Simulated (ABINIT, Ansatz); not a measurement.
# How the form of the self-energy moves the gap of MgH2 (P4_2/mnm), part 2 of 2

How much does the gap of MgH2 (P4_2/mnm) depend on the approximation to the self-energy?

ABINIT 10.8.3; PBE and many-body steps on it, plane waves. Known limits of the many-body steps: not at the basis limit; coarse k mesh.

So far. Step 5 (G0W0, Engel-Farid plasmon pole): Against G0W0 in ABINIT (4×4×4 mesh, 173 bands, screening to 176.9 eV, Godby-Needs plasmon pole), the gap moves by +0.018 eV. Step 6 (G0W0, von der Linden-Horsch plasmon pole): Against G0W0 in ABINIT (4×4×4 mesh, 173 bands, screening to 176.9 eV, Godby-Needs plasmon pole), the gap moves by +0.148 eV.

## 7. One-shot Hartree-Fock

This step: one-shot Hartree-Fock on PBE, plane waves, norm-conserving pseudopotentials.

File run.abi:

```
acell 3*1.0 Angstrom
rprim 
  4.516800000000 0.000000000000 0.000000000000
  0.000000000000 4.516800000000 0.000000000000
  0.000000000000 0.000000000000 3.020500000000
ntypat 2
znucl 12 1
natom 6
typat 1 1 2 2 2 2
xred 
  0.000000000000 0.000000000000 0.000000000000
  0.500000000000 0.500000000000 0.500000000000
  0.306000000000 0.306000000000 0.000000000000
  0.194000000000 0.806000000000 0.500000000000
  0.694000000000 0.694000000000 0.000000000000
  0.806000000000 0.194000000000 0.500000000000
pp_dirpath "pseudos"
pseudos "Mg.upf, H.upf"
ecut 38
ngkpt 4 4 4
nshiftk 1
shiftk 0 0 0
kptopt 1
chksymbreak 0
istwfk *1
occopt 1
irdwfk 1
optdriver 4
nband 16
gwcalctyp 5
ecutsigx 38
symsigma 1
nkptgw 4
kptgw 
  0.2500000000 0.0000000000 0.0000000000
  0.5000000000 0.5000000000 0.5000000000
  0.2500000000 0.2500000000 0.5000000000
  0.0000000000 0.0000000000 0.0000000000
bdgw 
  11 14
  11 14
  11 14
  10 14
ixc_sigma 40
fftgw 31
indata_prefix "in"
outdata_prefix "out"
tmpdata_prefix "tmp"
```

Run with:

```bash
$ OMP_NUM_THREADS=1 mpirun -n 4 abinit run.abi > log
```

The program printed:

```text
.Version 10.8.3 of ABINIT. v10.8.2 released Aug 2026.

 Symmetries : space group P4_2/m n m (#136); Bravais tP (primitive tetrag.)
[... echo of the input left out ...]
== DATASET  1 ==================================================================
-   mpi_nproc: 4, omp_nthreads: 1 (-1 if OMP is not activated)

--- !DatasetInfo
iteration_state: {dtset: 1, }
dimensions: {natom: 6, nkpt: 18, mband: 16, nsppol: 1, nspinor: 1, nspden: 1, mpw: 4696, }
cutoff_energies: {ecut:  38.0, pawecutdg:  -1.0, }
[...]
Band     E0 <VxcDFT>   SigX SigC(E0)      Z dSigC/dE  Sig(E)    E-E0       E
[...]
13   5.207  -6.816  -2.910   0.000   1.000   0.000  -2.910   3.906   9.114
       14   5.547  -9.978  -5.729   0.000   1.000   0.000  -5.729   4.248   9.796

== END DATASET(S) ==============================================================
================================================================================

 -outvars: echo values of variables after computation  --------
           etotal      0.0000000000E+00
            nband          16
             nkpt          18
          spgroup         136
 [... the other variables as echoed above ...]

 Calculation completed.
```

Wall time 3.1 s (4 MPI ranks of Arm Neoverse V1, shared host); peak memory 0.33 GiB.

This step gave:

| Quantity | Value |
| --- | --- |
| quasiparticle gap on the mesh | 11.58 eV |
| starting gap on the mesh | 3.895 eV |
| k of the valence top | 0.25, 0, 0 |
| k of the conduction bottom | 0.5, 0.5, 0.5 |
| least direct quasiparticle gap on the computed points | 12.40 eV |

Against G0W0 in ABINIT (4×4×4 mesh, 173 bands, screening to 176.9 eV, Godby-Needs plasmon pole), the gap moves by +5.647 eV.

## 8. Screening, 4×4×4 mesh, 173 bands, screening to 176.9 eV

This step: RPA screening on PBE, plane waves, norm-conserving pseudopotentials.

run.abi: that of step 7 with these lines changed.

```diff
@@ -27,20 +27,13 @@
 irdwfk 1
-optdriver 4
-nband 16
-gwcalctyp 5
-ecutsigx 38
-symsigma 1
-nkptgw 4
-kptgw 
-  0.2500000000 0.0000000000 0.0000000000
-  0.5000000000 0.5000000000 0.5000000000
-  0.2500000000 0.2500000000 0.5000000000
-  0.0000000000 0.0000000000 0.0000000000
-bdgw 
-  11 14
-  11 14
-  11 14
-  10 14
-ixc_sigma 40
-fftgw 31
+optdriver 3
+nband 173
+ecuteps 6.5
+inclvkb 2
+awtr 1
+symchi 1
+gwcalctyp 2
+nfreqre 16
+freqremax 40 eV
+nfreqim 8
+spmeth 0
 indata_prefix "in"
```

The program printed:

```text
.Version 10.8.3 of ABINIT. v10.8.2 released Aug 2026.

 Symmetries : space group P4_2/m n m (#136); Bravais tP (primitive tetrag.)
[... echo of the input left out ...]
== DATASET  1 ==================================================================
-   mpi_nproc: 4, omp_nthreads: 1 (-1 if OMP is not activated)

--- !DatasetInfo
iteration_state: {dtset: 1, }
dimensions: {natom: 6, nkpt: 18, mband: 173, nsppol: 1, nspinor: 1, nspden: 1, mpw: 4696, }
cutoff_energies: {ecut:  38.0, pawecutdg:  -1.0, }
electrons: {nelect:   2.40000000E+01, charge:   0.00000000E+00, occopt:   1.00000000E+00, tsmear:   1.00000000E-02, }

 SCREENING: Calculation of the susceptibility and dielectric matrices

 Based on a program developped by R.W. Godby, V. Olevano, G. Onida, and L. Reining.
 Incorporated in ABINIT by V. Olevano, G.-M. Rignanese, and M. Torrent.
.Using double precision arithmetic ; gwpc =  8

[... cell and pseudopotentials left out ...]
--------------------------------------------------------------------------------

 ==== K-mesh for the wavefunctions ====
 Number of points in the irreducible wedge :    18
[... list of points left out ...]
 Together with 16 symmetry operations and time-reversal symmetry
 yields    64 points in the full Brillouin Zone.

 ==== Q-mesh for the screening function ====
 Number of points in the irreducible wedge :    18
[... list of points left out ...]
 Together with 16 symmetry operations and time-reversal symmetry
 yields    64 points in the full Brillouin Zone.

 setmesh: FFT mesh size selected  =    36x   36x   24
          total number of points  =        31104

 vcoul_init : cutoff-mode = AUXILIARY_FUNCTION
 q-points for optical limit:   1
     1)      0.000010    0.000020    0.000030

- screening: taking advantage of time-reversal symmetry
- Maximum band index for partially occupied states nbvw = 12
- Remaining bands to be divided among processors   nbcw = 161
- Number of bands treated by each node ~40

 Number of electrons calculated from density =   24.0000; Expected =   24.0000
 average of density, n =  0.057713
 r_s =    1.6053
 omega_plasma =   23.1736 [eV]

 calculating chi0 at frequencies [eV] :
  1    0.000000E+00    0.000000E+00
  2    2.666667E+00    0.000000E+00
  3    5.333333E+00    0.000000E+00
[...]
23    0.000000E+00    5.901901E+01
 24    0.000000E+00    8.309941E+01

--------------------------------------------------------------------------------
  q-point number  1        q = ( 0.000000, 0.000000, 0.000000) [r.l.u.]
--------------------------------------------------------------------------------
[... chi0 elements left out ...]
  [... further frequencies ...]

 No. of calculated frequencies >  15, stop printing
 For q-point:  0.000010 0.000020 0.000030
  dielectric constant =   3.6619
  dielectric constant without local fields =   4.0598

  Average fulfillment of the sum rule on Im[epsilon] for q-point    1 :     66.91  [%]
[... wings left out ...]
  q-point number  2        q = ( 0.250000, 0.000000, 0.000000) [r.l.u.]
--------------------------------------------------------------------------------
[... chi0 elements left out ...]
  [... further frequencies ...]

 No. of calculated frequencies >  15, stop printing
  Average fulfillment of the sum rule on Im[epsilon] for q-point    2 :     73.54  [%]

 [... 16 further q-points ...]
```

The job ended after 27 min (4 MPI ranks; peak memory 2.5 GiB; 1.8 h of CPU time).

Numbers from this step:

```
ε∞ with local fields, on this mesh, along the program's q direction : 3.662
the same without local fields                                       : 4.060
plasma frequency                                                    : 23.17 eV
plane waves in the screening matrix                                 : 315
```

## 9. G0W0, contour deformation

This step: G0W0 on PBE, plane waves, norm-conserving pseudopotentials.

run.abi: that of step 8 with these lines changed.

```diff
@@ -27,13 +27,20 @@
 irdwfk 1
-optdriver 3
+optdriver 4
 nband 173
+gwcalctyp 2
+ecutsigx 38
+symsigma 1
+nkptgw 4
+kptgw 
+  0.2500000000 0.0000000000 0.0000000000
+  0.5000000000 0.5000000000 0.5000000000
+  0.2500000000 0.2500000000 0.5000000000
+  0.0000000000 0.0000000000 0.0000000000
+bdgw 
+  11 14
+  11 14
+  11 14
+  10 14
 ecuteps 6.5
-inclvkb 2
-awtr 1
-symchi 1
-gwcalctyp 2
-nfreqre 16
-freqremax 40 eV
-nfreqim 8
-spmeth 0
+irdscr 1
 indata_prefix "in"
```

The program printed:

```text
.Version 10.8.3 of ABINIT. v10.8.2 released Aug 2026.

 Symmetries : space group P4_2/m n m (#136); Bravais tP (primitive tetrag.)
[... echo of the input left out ...]
== DATASET  1 ==================================================================
-   mpi_nproc: 4, omp_nthreads: 1 (-1 if OMP is not activated)

--- !DatasetInfo
iteration_state: {dtset: 1, }
dimensions: {natom: 6, nkpt: 18, mband: 173, nsppol: 1, nspinor: 1, nspden: 1, mpw: 4696, }
cutoff_energies: {ecut:  38.0, pawecutdg:  -1.0, }
[...]
Band     E0 <VxcDFT>   SigX SigC(E0)      Z dSigC/dE  Sig(E)    E-E0       E
[...]
14   5.547  -9.978  -5.729  -3.421   0.805  -0.243  -9.312   0.666   6.214
       14   0.000   0.000   0.000   0.000   0.000   0.000   0.000   0.000   0.000

== END DATASET(S) ==============================================================
================================================================================

 -outvars: echo values of variables after computation  --------
           etotal      0.0000000000E+00
            nband         173
             nkpt          18
          spgroup         136
 [... the other variables as echoed above ...]

 Calculation completed.
```

Run time: 52 s. Hardware: 4 MPI ranks; peak memory 3.3 GiB.

Numbers from this step:

| Item | Value |
| --- | --- |
| G0W0 gap on the mesh | 5.915 eV |
| starting gap on the mesh | 3.895 eV |
| k of the valence top | 0.25, 0, 0 |
| k of the conduction bottom | 0.5, 0.5, 0.5 |
| least direct G0W0 gap on the computed points | 6.724 eV |

Against G0W0 in ABINIT (4×4×4 mesh, 173 bands, screening to 176.9 eV, Godby-Needs plasmon pole), the gap moves by −0.021 eV.

## 10. The runs together

Times are wall times on 4 MPI ranks of Arm Neoverse V1, shared host, good to a factor of about two. A run's time includes the screening step that it read.

```csv
run,mesh,bands,screening cutoff (eV),DFT gap (eV),gap on the mesh (eV),direct (eV),ε∞ used,time
"G0W0, Godby-Needs plasmon pole",4×4×4,173,176.9,3.895,5.936,6.748,3.66,5.4 min
"G0W0, Engel-Farid plasmon pole",4×4×4,173,176.9,3.895,5.954,6.778,3.66,4.4 min
"G0W0, von der Linden-Horsch plasmon pole",4×4×4,173,176.9,3.895,6.084,6.912,3.66,4.4 min
one-shot Hartree-Fock,4×4×4,-,-,3.895,11.583,12.398,-,3.1 s
"G0W0, contour deformation",4×4×4,173,176.9,3.895,5.915,6.724,3.66,28 min
```

## 11. What came out

```yaml
g0w0_godby_needs_plasmon_pole: 5.936 eV
g0w0_engel_farid_plasmon_pole: 5.954 eV
g0w0_von_der_linden_horsch_plasmon_pole: 6.084 eV
one_shot_hartree_fock: 11.583 eV
g0w0_contour_deformation: 5.915 eV
known_limits: not at the basis limit; coarse k mesh
```

What this shows: G0W0, Engel-Farid plasmon pole: +0.018 eV against G0W0, Godby-Needs plasmon pole. G0W0, von der Linden-Horsch plasmon pole: +0.148 eV against G0W0, Godby-Needs plasmon pole. One-shot Hartree-Fock: +5.647 eV against G0W0, Godby-Needs plasmon pole. G0W0, contour deformation: −0.021 eV against G0W0, Godby-Needs plasmon pole. Bare exchange alone opens the gap to 11.58 eV; against G0W0, correlation takes back 5.65 eV. Against experiment, by G0W0, Godby-Needs plasmon pole: the gap of 5.94 eV lies +0.34 eV from the measured 5.6 ± 0.1 eV (optical, 300 K, 2003). An exciton line or allowed optical edge lies below the quasiparticle gap by the binding energy; a forbidden edge can push the onset above it. These are gaps on the mesh, at modest bands and cutoff. The calculation has static nuclei and no excitons; a measured gap holds zero-point and thermal motion, which mostly lowers it. Bands and cutoff are finite, so the gap is not at the basis limit. The miss can reach some tenths of an eV and take either sign; the mesh is an error of its own. A denser mesh or path gives a starting gap of 3.76 eV: the GW mesh misses a band edge, so its gaps are not the fundamental one. The 4×4×4 mesh is coarse for this cell, which bears on the long-range parts of exchange and screening.

[Paths, hosts, dates, memory and timing lines, banners, echoed tables and standing remarks are left out of the program output.]

[Logs are printed without paths, hosts, clocks, repeated set-up lines and the standing remarks that a program may print on its own settings, such as how far it seeks lower states.]

[Runs of the session that timed out or met a known fault of the program may be left out.]

[Hosts, paths, dates, database ids (printed as entryN), source tags and the programs' standing remarks are cut or masked in the printed files.]

[G0W0 gaps are taken among the corrected bands and points alone; a level outside them can change the order at an edge.]

[Where Ansatz stands beside ABINIT at settings called matched, ABINIT's density can come from a denser mesh and the files from another edition; pairs whose starting gaps differed by over 0.03 eV were left out, so agreement reads better than it is.]
